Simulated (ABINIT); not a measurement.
An input for ABINIT 10.8.3 (LiH (Fm-3m)):

```
acell 3*1.0 Angstrom
rprim 
  0.000000000000 2.036750000000 2.036750000000
  2.036750000000 -0.000000000000 2.036750000000
  2.036750000000 2.036750000000 -0.000000000000
ntypat 2
znucl 3 1
natom 2
typat 1 2
xred 
  0.000000000000 0.000000000000 0.000000000000
  0.500000000000 0.500000000000 0.500000000000
pp_dirpath "pseudos"
pseudos "Li.upf, H.upf"
ecut 33
ngkpt 6 6 6
nshiftk 1
shiftk 0 0 0
kptopt 1
chksymbreak 0
istwfk *1
occopt 1
irdwfk 1
optdriver 4
nband 29
gwcalctyp 27
ecutsigx 33
symsigma 0
nkptgw 16
kptgw 
  0.0000000000 0.0000000000 0.0000000000
  0.1666666667 0.0000000000 0.0000000000
  0.3333333333 0.0000000000 0.0000000000
  0.5000000000 0.0000000000 0.0000000000
  0.1666666667 0.1666666667 0.0000000000
  0.3333333333 0.1666666667 0.0000000000
  0.5000000000 0.1666666667 0.0000000000
  -0.3333333333 0.1666666667 0.0000000000
  -0.1666666667 0.1666666667 0.0000000000
  0.3333333333 0.3333333333 0.0000000000
  0.5000000000 0.3333333333 0.0000000000
  -0.3333333333 0.3333333333 0.0000000000
  0.5000000000 0.5000000000 0.0000000000
  0.5000000000 0.3333333333 0.1666666667
  -0.3333333333 0.3333333333 0.1666666667
  -0.3333333333 0.5000000000 0.1666666667
bdgw 
  1 28
  1 28
  1 28
  1 28
  1 28
  1 28
  1 28
  1 28
  1 28
  1 28
  1 28
  1 28
  1 28
  1 28
  1 28
  1 28
ecuteps 4
irdscr 1
irdqps 1
indata_prefix "in"
outdata_prefix "out"
tmpdata_prefix "tmp"
```

The database entry behind the starting cell differs from other determinations of this structure, so it need not match the best structure at room temperature.

```sh
OMP_NUM_THREADS=1 mpirun -n 4 abinit run.abi > log
```

**Question.** Estimate wall time and host memory on 4 MPI ranks of Arm Neoverse V1, shared host.

It took 63 s; on shared hardware allow 31 s to 2.1 min. Peak host memory was 1.2 GiB.

[Long decimals in the printed logs are rounded to 6 places.]

[Logs are printed without paths, hosts, clocks, repeated set-up lines and the standing remarks that a program may print on its own settings, such as how far it seeks lower states.]

[Paths, hosts, dates, memory and timing lines, banners, echoed tables and standing remarks are left out of the program output; an Ansatz launch command may be rebuilt from the run's recorded settings. Measured values are a selection of at most five: reports struck by readers or far from the other reports are left out. None is set beside runs whose start may be inverted or whose files or cutoffs have a known fault.]

[Runs of the session that timed out or met a known fault of the program may be left out.]

[Hosts, paths, dates, database ids (printed as entryN), source tags and the programs' standing remarks are cut or masked in the printed files.]

[G0W0 gaps are taken among the corrected bands and points alone; a level outside them can change the order at an edge.]

[Where Ansatz stands beside ABINIT at settings called matched, ABINIT's density can come from a denser mesh and the files from another edition; pairs whose starting gaps differed by over 0.03 eV were left out, so agreement reads better than it is.]
